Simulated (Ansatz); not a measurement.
# Ga2Pt (Fm-3m): from the cell to its phonons, part 2 of 2

Task: relax Ga2Pt (Fm-3m), then find its harmonic phonons.

Ansatz 0.2.0; DFT PBEsol, scalar-relativistic, plane waves, PAW; PAW set soft_1.

So far. Step 3 (Tight relaxation): The forces vanish by symmetry and the pressure is 0.000 GPa, within the tolerances set. The cell now holds 17.28 Å³/atom. Step 4 (Zone-centre response): Before it was imposed, the acoustic sum rule was missed by 8.6e-5 eV/Å². Small misses are needed for a sound result but don't prove that mesh and cutoff are converged. The lowest optical mode is real, 167 cm⁻¹. The relaxed cell has a = 5.919 Å (conventional setting).

The database entry behind the starting cell differs from later determinations by our own check (0.1 to 0.3 % short, probably kX units), so it need not match the best structure at ambient conditions.

## (5) Phonons on a q mesh

Stability and thermal properties need the whole zone. Linear response on a 4×4×4 q mesh gives force constants as far as a supercell of that size would.

Input file input.yaml:

```yaml
crystal:
  lattice:
    - [0.0, 2.9593754134, 2.9593754134]
    - [2.9593754134, 0.0, 2.9593754134]
    - [2.9593754134, 2.9593754134, 0.0]
  atoms:
    - { symbol: Ga, position: [0.25, 0.25, 0.25] }
    - { symbol: Ga, position: [0.75, 0.75, 0.75] }
    - { symbol: Pt, position: [0.0, 0.0, 0.0] }
kpoints:
  mp_grid: { grid: [12, 12, 12] }
hamiltonian:
  xc: pbesol
  pseudopotentials: { kind: paw, azcp: { folder: soft_1 }, xc_functional: pbe }
scf:
  occupations: { method: methfessel_paxton, width: 0.2 }
output:
  eigenvalues: true
phonons:
  method: dfpt
  qmesh: [4, 4, 4]
  temperatures: { t_max: 1000, t_step: 50 }
  qpath:
    path:
      - [[0.0, 0.0, 0.0], [0.5, 0.0, 0.5], [0.625, 0.25, 0.625]]
      - [[0.375, 0.375, 0.75], [0.0, 0.0, 0.0], [0.5, 0.5, 0.5], [0.5, 0.25, 0.75], [0.5, 0.0, 0.5]]
    npoints: 10
```

The run is started by

```bash
$ ansatz run input.yaml --threads 4 --pin off --max-ram 10240MiB --backend cpu --events-out ev --progress --plain --runs-dir out
```

Numbers of over 12 decimals in the logs are rounded to 6 here.

Log:

```text
Warning: phonons: the dynamical matrix that this run interpolates holds no multipole term above the dipole-dipole one, and a site of this crystal is no centre of inversion, so its interpolated transverse optical and acoustic branches and sound speeds can stay off near Gamma, and the density of states and the thermodynamics with them. What a run solves at a wave vector of phonons.qpoints, Gamma apart, where the deck admits one, is free of this, and under fd what a larger phonons.supercell samples
[...]
Crystal: 3 atoms, lattice volume = 51.836 Å³
Basis set: ecut = 420 eV, 965 PW (Γ), exchange–correlation on 60×60×60 points (8 copies of the dense FFT grid, shifted against one another)
Bands: 27, of which v1, the nominal top of the filled ones, is band 22 counted from 1 (21 counted from 0)
Symmetry: 48 space group operations
k-points: 72 of 1728
[...]
SCF iter   1: F=—  HF=-19875.393522 eV  |F-HF|=—  |Δ(HF+E_count)|=         —  Δρ=1.18e-1  dr2=8.91e0  ethr=3.10e-3  ⟨swp⟩=5.0  Hψ=7114  notcnv=0
[...]
SCF iter  12: F=-19873.535671 eV  HF=-19873.535671 eV  |F-HF|=3.64e-12  |Δ(HF+E_count)|=  5.09e-11  S|Δr|=    0.00e0  Δρ=1.34e-7  dr2=8.97e-12  ethr=1.00e-12  ⟨swp⟩=6.3  Hψ=10002  notcnv=0
SCF 1 converged in 12 iterations: F = -19873.535671 eV  dr2 = 8.97e-12
[...]
SCF iter   3: F=-19873.535671 eV  HF=-19873.535671 eV  |F-HF|=3.64e-12  |Δ(HF+E_count)|=  1.09e-11  S|Δr|=    0.00e0  Δρ=1.30e-7  dr2=5.74e-12  ethr=1.00e-12  ⟨swp⟩=2.5  Hψ=5996  notcnv=0
SCF 2 converged in 3 iterations: F = -19873.535671 eV  dr2 = 5.74e-12
phonons: the bands overlap, so this run is a metal and interpolates without the dipole-dipole term. If the crystal is really an insulator or semiconductor, its LO-TO splitting is missing
NSCF: frozen V_eff on 72 k-points
[...]
DFPT response loops at q = (0, 0, 0) (fractional): preconditioner auto → Kerker (q_TF=auto, 2.655 Å⁻¹) (partly filled bands, converged f_vac=0.036); β = 1.00, the filter's whole step (`scf.mixing.beta` (0.50) is not read by the response loops under this deck's `scf.mixing.preconditioner`; to damp them name `kerker` or `kerker_dos`, under which they read `scf.mixing.beta`, and type it under 1.00, their step now; both keys bind the ground state too); Broyden in place of MSR1
[...]
SCF converged after 12 iterations
[...]
Free energy (F): -19873.535671 eV
[...]
Internal energy: -19873.537269 eV  (E = F + TS)
E sigma→0 (E₀):  -19873.536071 eV
Entropy (-TS):   0.001598 eV (0.533 meV/atom)
Fermi energy:    13.605135 eV
[...]
--- Band table (eV; the first three rows and the last of 72) ---
  k-point 0: bands = [... 18 lower, 10.2931, 10.2931, 13.7183, 18.7922, 18.7922, 18.7922, 18.8028, 18.8028, ... 1 higher]
  k-point 1: bands = [... 18 lower, 10.2725, 10.2725, 13.8671, 17.0066, 17.9536, 17.9536, 19.3891, 19.3891, ... 1 higher]
  k-point 2: bands = [... 18 lower, 10.2280, 10.2280, 13.9083, 15.6029, 17.0991, 17.0991, 18.9230, 19.3550, ... 1 higher]
  k-point 71: bands = [... 18 lower, 10.0842, 10.5742, 10.7516, 10.7516, 12.6630, 18.5032, 18.5032, 20.8044, ... 1 higher]
--- Phonons (Γ-DFPT): 2 representative perturbations + reference (Σ response iterations 6) ---
  ASR residual: 8.542e-5 → 0.000e0 eV/Å²; symmetrization residual: 3.188e-6 eV/Å²
  ASR residual per site (eV/Å²): 4.04e-5 4.04e-5 8.54e-5
  Γ frequencies (cm⁻¹): 0.00 0.00 0.00 166.80 166.80 166.80 172.53 172.53 172.53
--- Phonons (arbitrary-q DFPT): 8 irreducible q on the 4×4×4 mesh ---
  q = [0.0000, 0.0000, 0.0000] (star 1, of the zone-centre solve; hermiticity 7.66e-7, symmetrization 2.88e-12): -0.00 -0.00 0.00 166.80 166.80 166.80 172.53 172.53 172.53
  q = [0.0000, 0.0000, 0.2500] (star 8, 2 solved perturbations on 936 of 1728 k-point pairs; hermiticity 4.27e-7, symmetrization 1.65e-12): 28.88 28.88 79.42 149.73 156.48 156.48 176.87 176.87 180.54
[...]
q = [0.0000, 0.2500, 0.2500] (star 6, 4 solved perturbations in 1608 linear systems a pass and spin channel, the states on 510 of 1728 k-point pairs; hermiticity 1.03e-6, symmetrization 1.01e-12): 44.26 44.26 88.49 143.82 145.96 145.96 174.40 190.58 190.58
[...]
sum rule: each row above includes the acoustic sum rule's correction from the zone centre's row sums; it moved no ω² by more than (0.40 cm⁻¹)²
  mesh force constants: q→R imaginary residual 4.19e-18; ASR residual 8.542e-5 → 0.000e0 eV/Å²; symmetrization residual 7.105e-15 eV/Å²
  interpolated dispersion: 62 rows × 9 modes
  density of states and harmonic sums: on the 20×20×20 q-mesh, interpolated from the force constants of a 4×4×4 supercell (no non-analytic term)
  largest difference from the sums on the solved wave vectors: F 1.55e-2 eV, S 1.95e-5 and C_V 4.01e-6 eV/K
  zero-point energy: 0.074454 eV/cell   skipped modes (ω ≤ 0): 3   left out of the sums: 4.17e-5 of the cell's modes: C_V's classical limit lies that fraction below 3 k_B per atom; for a crystal, a wire or a layer, F and S can be off by more, and a phonons.interpolated_qmesh denser along its periods is the remedy for the sampling
```

Run time: 4.7 min. Hardware: 4 threads of Intel Xeon 6975P-C (Granite Rapids), shared host; peak memory 5.7 GiB.

This step gave:

- sum-rule residual before enforcement: 8.54e-5 eV/Å²
- lowest frequency on the path: 0 cm⁻¹
- highest frequency on the path or at a solved wavevector: 202.8 cm⁻¹
- mean frequency: 133.4 cm⁻¹
- Debye temperature (second moment): 267 K
- logarithmic mean frequency: 118.5 cm⁻¹
- lowest mode on the q mesh (acoustic modes at Γ apart): 28.88 cm⁻¹
- zero-point energy per atom: 24.82 meV
- heat capacity at 300 K: 23.99 J/(mol atoms K)
- vibrational entropy at 300 K: 39.53 J/(mol atoms K)

Frequencies (cm⁻¹) solved at each irreducible wavevector; negative means imaginary. Frequencies by wavevector, by row:

| q in reciprocal lattice units | star | mode 1 | mode 2 | mode 3 | mode 4 | mode 5 | mode 6 | mode 7 | mode 8 | mode 9 |
| --- | --- | --- | --- | --- | --- | --- | --- | --- | --- | --- |
| 0 0 0 | 1 | 0 | 0 | 0 | 166.8 | 166.8 | 166.8 | 172.5 | 172.5 | 172.5 |
| 0 0 0.25 | 8 | 28.9 | 28.9 | 79.4 | 149.7 | 156.5 | 156.5 | 176.9 | 176.9 | 180.5 |
| 0 0 -0.5 | 4 | 41.5 | 41.5 | 110.9 | 156.8 | 156.8 | 168.2 | 169.9 | 180 | 180 |
| 0 0.25 0.25 | 6 | 44.3 | 44.3 | 88.5 | 143.8 | 146 | 146 | 174.4 | 190.6 | 190.6 |
| 0 0.25 -0.5 | 24 | 56.9 | 57.2 | 102.8 | 132.4 | 141.8 | 154.2 | 188.6 | 191 | 192.9 |
| 0 0.25 -0.25 | 12 | 37.1 | 66.4 | 94.9 | 132.2 | 154.5 | 172.8 | 174.8 | 181.9 | 194.9 |
| 0 -0.5 -0.5 | 3 | 74.1 | 74.1 | 121.8 | 124.4 | 131.3 | 131.3 | 198.7 | 199.1 | 199.1 |
| 0.25 -0.5 -0.25 | 6 | 42.1 | 91.8 | 91.8 | 123.8 | 132.2 | 174.3 | 174.3 | 200.4 | 202.8 |

Interpolated from a 4×4×4 q mesh. Phonon branches along the path, in cm⁻¹:

| point | branch 1 | branch 2 | branch 3 | branch 4 | branch 5 | branch 6 | branch 7 | branch 8 | branch 9 |
| --- | --- | --- | --- | --- | --- | --- | --- | --- | --- |
| Γ | 0 | 0 | 0 | 167 | 167 | 167 | 172 | 172 | 172 |
| halfway | 44 | 44 | 88 | 144 | 146 | 146 | 174 | 191 | 191 |
| X | 74 | 74 | 122 | 124 | 131 | 131 | 199 | 199 | 199 |
| halfway | 70 | 71 | 113 | 124 | 133 | 141 | 197 | 197 | 200 |
| U | 63 | 71 | 100 | 124 | 139 | 154 | 192 | 193 | 201 |
| jump to K | 63 | 71 | 100 | 124 | 139 | 154 | 192 | 193 | 201 |
| halfway | 28 | 48 | 90 | 139 | 158 | 161 | 176 | 179 | 189 |
| Γ | 0 | 0 | 0 | 167 | 167 | 167 | 172 | 172 | 172 |
| halfway | 29 | 29 | 79 | 150 | 156 | 156 | 177 | 177 | 180 |
| L | 42 | 42 | 111 | 157 | 157 | 168 | 170 | 180 | 180 |
| halfway | 46 | 67 | 99 | 135 | 144 | 172 | 174 | 191 | 193 |
| W | 42 | 92 | 92 | 124 | 132 | 174 | 174 | 200 | 203 |
| halfway | 59 | 78 | 109 | 123 | 132 | 150 | 192 | 198 | 202 |
| X | 74 | 74 | 122 | 124 | 131 | 131 | 199 | 199 | 199 |

The phonon branches as a text plot (rows in cm⁻¹):

```
    199 |        **************                        **********
    190 |    *******     ****  **                    ***    **
    182 |  **   *           *********    ************      *
    173 |**  ***             ******* ********  *************
    165 |****              **  ** ********     *****
    156 |  **             *  ********    ***********        **
    148 |    ***        ** **    ***       **      ****       *
    139 |       **     * **     *                    * **      *
    131 |        ********   ****                      ***********
    123 |           ********                             ********
    114 |         **   *                         **           **
    106 |        *      **                     **  ***      **
     97 |       *         *  ***              *       ***  *
     89 |      *           **   *            *           ***
     80 |                  **    *          *           *   ***
     72 |    **     *******  **                        *       **
     63 |   *    ***     **       **       *         **       *
     55 |       *          *   *          *         *        *
     46 |      *            *   *   *             ******** **
     38 |  * **              **  *       *    *****       *
     30 |   *                  ** **        **
     21 | **                     *****  * **
     13 |                           **   *
      4 |**                          ****
         Γ           X  U|K            Γ         L        W     X
```

Tetrahedra on a 20×20×20 mesh, mean over bins of 2 cm-1. Interpolated from a 4×4×4 q mesh. Phonon density of states against wavenumber; read off at these points:

| wavenumber (cm⁻¹) | phonon density of states (1/cm⁻¹/cell) |
| --- | --- |
| 1.0 | 1.0e-5 |
| 7.0 | 4.6e-4 |
| 11.0 | 0.0014 |
| 17.0 | 0.0039 |
| 23.0 | 0.00916 |
| 29.0 | 0.0200 |
| 33.0 | 0.0274 |
| 39.0 | 0.0400 |
| 45.0 | 0.0757 |
| 51.0 | 0.0423 |
| 55.0 | 0.0362 |
| 61.0 | 0.0312 |
| 67.0 | 0.0296 |
| 71.0 | 0.0321 |
| 77.0 | 0.0228 |
| 83.0 | 0.0156 |
| 89.0 | 0.0135 |
| 93.0 | 0.0312 |
| 99.0 | 0.0583 |
| 101.0 | 0.0623 |
| 105.0 | 0.0338 |
| 111.0 | 0.00921 |
| 115.0 | 0.00458 |
| 121.0 | 2.7e-4 |
| 125.0 | 0.0626 |
| 127.0 | 0.0499 |
| 133.0 | 0.0727 |
| 137.0 | 0.0696 |
| 143.0 | 0.0700 |
| 149.0 | 0.0769 |
| 153.0 | 0.0805 |
| 155.0 | 0.0984 |
| 159.0 | 0.0590 |
| 165.0 | 0.0414 |
| 171.0 | 0.0571 |
| 175.0 | 0.0705 |
| 181.0 | 0.125 |
| 187.0 | 0.110 |
| 193.0 | 0.110 |
| 197.0 | 0.113 |
| 203.0 | 0.00545 |

The partial phonon density of states has structure finer than the step of the table below, so its rows give means over 10 cm⁻¹, whole bins alone (the curve runs from -10 to 219 cm⁻¹). Peaks (cm⁻¹: height): Ga 44.6: 0.0182, 153.9: 0.0787, 195.6: 0.0924; Pt 44.6: 0.0461, 100.7: 0.0468, 181.2: 0.0257.

Phonopy on the run's constants, 17x17x17 mesh, Gaussian sigma 2.0 cm-1. Interpolated from a 4×4×4 q mesh. The partial phonon density of states by wavenumber; means over each step; values in 1/cm⁻¹/cell:

| wavenumber (cm⁻¹) | Ga | Pt |
| --- | --- | --- |
| 0 | 3.7e-5 | 5.4e-5 |
| 10 | 5.8e-4 | 8.4e-4 |
| 20 | 0.00272 | 0.00427 |
| 30 | 0.00765 | 0.0143 |
| 40 | 0.0147 | 0.0338 |
| 50 | 0.0135 | 0.0341 |
| 60 | 0.00895 | 0.0235 |
| 70 | 0.00768 | 0.0225 |
| 80 | 0.00460 | 0.0152 |
| 90 | 0.00438 | 0.0182 |
| 100 | 0.00932 | 0.0413 |
| 110 | 0.00295 | 0.0135 |
| 120 | 0.0110 | 0.00155 |
| 130 | 0.0531 | 8.0e-4 |
| 140 | 0.0660 | 0.00322 |
| 150 | 0.0717 | 0.00560 |
| 160 | 0.0523 | 0.00572 |
| 170 | 0.0427 | 0.0106 |
| 180 | 0.0817 | 0.0229 |
| 190 | 0.0905 | 0.0191 |
| 200 | 0.0537 | 0.00912 |
| 210 | 4.8e-4 | 1.0e-4 |

Harmonic thermodynamic functions per atom, from the density of states. Interpolated from a 4×4×4 q mesh. Thermodynamic functions, by row:

| T (K) | F_vib (meV/atom) | S (J/mol-atom/K) | C_V (J/mol-atom/K) |
| --- | --- | --- | --- |
| 0 | 24.82 | 0 | 0 |
| 50 | 23.74 | 5.855 | 9.503 |
| 100 | 18.18 | 15.52 | 18.14 |
| 200 | -6 | 30 | 22.88 |
| 300 | -42.33 | 39.53 | 23.99 |
| 400 | -87.07 | 46.5 | 24.4 |
| 500 | -138.2 | 51.96 | 24.59 |
| 600 | -194.4 | 56.46 | 24.7 |
| 700 | -255 | 60.27 | 24.76 |
| 800 | -319.2 | 63.58 | 24.8 |
| 900 | -386.6 | 66.5 | 24.83 |
| 1000 | -456.9 | 69.12 | 24.85 |

Harmonic mean-square displacement, third of the trace. Interpolated from a 4×4×4 q mesh. Mean square displacements, by row:

| T (K) | Ga1 U_eq (Å²) | Ga2 U_eq (Å²) | Pt3 U_eq (Å²) |
| --- | --- | --- | --- |
| 0 | 0.00193 | 0.00193 | 0.00126 |
| 100 | 0.00395 | 0.00395 | 0.00382 |
| 300 | 0.01043 | 0.01043 | 0.01092 |
| 600 | 0.02057 | 0.02057 | 0.02174 |

Symmetry leaves 8 wavevectors to solve. The lowest mode among them, the acoustic zeros apart, lies at q = (0, 0, 0.25) and is real, 28.9 cm⁻¹.

## (6) Isotope substitution

An isotope changes the mass and not the force constants, so no new electronic calculation is needed; the shifts show which modes move this element.

The same force constants with the mass of Ga changed from 69.723 to 70.925 u (phonopy, no LO-TO term). Both lists are sorted by frequency; levels can cross, so a row need not hold one and the same mode. Modes under 3 cm⁻¹ are left out. Isotope shifts, by row:

| q | rank | natural mass (cm⁻¹) | changed mass (cm⁻¹) |
| --- | --- | --- | --- |
| 0 0 0 | 4 | 166.8 | 166 |
| 0 0 0 | 5 | 166.8 | 166 |
| 0 0 0 | 6 | 166.8 | 166 |
| 0 0 0 | 7 | 172.5 | 171.1 |
| 0 0 0 | 8 | 172.5 | 171.1 |
| 0 0 0 | 9 | 172.5 | 171.1 |
| 0 0 0.25 | 1 | 28.88 | 28.79 |
| 0 0 0.25 | 2 | 28.88 | 28.79 |
| 0 0 0.25 | 3 | 79.42 | 79.25 |
| 0 0 0.25 | 4 | 149.7 | 148.5 |
| 0 0 0.25 | 5 | 156.5 | 155.2 |
| 0 0 0.25 | 6 | 156.5 | 155.2 |
| 0 0 0.25 | 7 | 176.9 | 175.8 |
| 0 0 0.25 | 8 | 176.9 | 175.8 |
| 0 0 0.25 | 9 | 180.5 | 179.3 |
| 0 0 -0.5 | 1 | 41.48 | 41.38 |
| 0 0 -0.5 | 2 | 41.48 | 41.38 |
| 0 0 -0.5 | 3 | 110.9 | 110.7 |
| 0 0 -0.5 | 4 | 156.8 | 155.5 |
| 0 0 -0.5 | 5 | 156.8 | 155.5 |
| 0 0 -0.5 | 6 | 168.2 | 166.7 |
| 0 0 -0.5 | 7 | 169.9 | 168.7 |
| 0 0 -0.5 | 8 | 180 | 178.9 |
| 0 0 -0.5 | 9 | 180 | 178.9 |
| 0 0.25 0.25 | 1 | 44.26 | 44.13 |
| 0 0.25 0.25 | 2 | 44.26 | 44.13 |
| 0 0.25 0.25 | 3 | 88.49 | 88.37 |
| 0 0.25 0.25 | 4 | 143.8 | 142.6 |
| 0 0.25 0.25 | 5 | 146 | 144.9 |
| 0 0.25 0.25 | 6 | 146 | 144.9 |
| 0 0.25 0.25 | 7 | 174.4 | 173.2 |
| 0 0.25 0.25 | 8 | 190.6 | 189.3 |
| 0 0.25 0.25 | 9 | 190.6 | 189.3 |

A mode of this element alone would shift by -0.85 %. The highest zone-centre frequency without the field goes from 172.5 to 171.1 cm⁻¹ (-0.9 %). The product of the frequency ratios over all optical modes at Γ is 0.960; the product rule, (m/m′)^(3k/2) (M′/M)^(3/2) with k = 2 such atoms and M the mass of the cell, gives 0.960.

## (7) Outcome

* space group after relaxation (within 0.01 Å): Fm-3m
* volume per atom: 17.3 Å³
* electronic character: no gap on this mesh
* highest optical mode at the zone centre (no LO-TO term): 173 cm⁻¹
* lowest optical zone-centre mode: 167 cm⁻¹
* lowest mode on the q mesh (acoustic modes at Γ apart): 28.9 cm⁻¹
* highest frequency on the path or at a solved wavevector: 203 cm⁻¹
* zero-point energy per atom: 24.8 meV
* heat capacity at 300 K: 24.0 J/(mol atoms K)
* vibrational entropy at 300 K: 39.5 J/(mol atoms K)
* Debye temperature (second moment): 267 K
* imaginary modes on the 4×4×4 q mesh: none

**Reading.** The structure is a minimum as far as tested: no mode is imaginary at the 8 irreducible wavevectors of the 4×4×4 mesh, and the softest away from the acoustic zeros lies at 29 cm⁻¹. The optical modes at Γ span 167 to 173 cm⁻¹. The highest mode in this list at Γ, 172.5 cm⁻¹, is mostly motion of Ga (100 % of the kinetic energy). With no gap, or one that is small against the smearing, the frequencies hang on the k mesh and the smearing, most of all near Kohn anomalies. Spin-orbit coupling is left out, which can matter for the heavy elements here. The PAW files were made for PBE and serve the other functionals too. These are harmonic frequencies at zero temperature: anharmonic shifts, linewidths and thermal expansion are left out.

[Logs are printed without paths, hosts, clocks, repeated set-up lines and the standing remarks that a program may print on its own settings, such as how far it seeks lower states.]

[Hosts, paths, dates, database ids (printed as entryN), source tags and the programs' standing remarks are cut or masked in the printed files.]
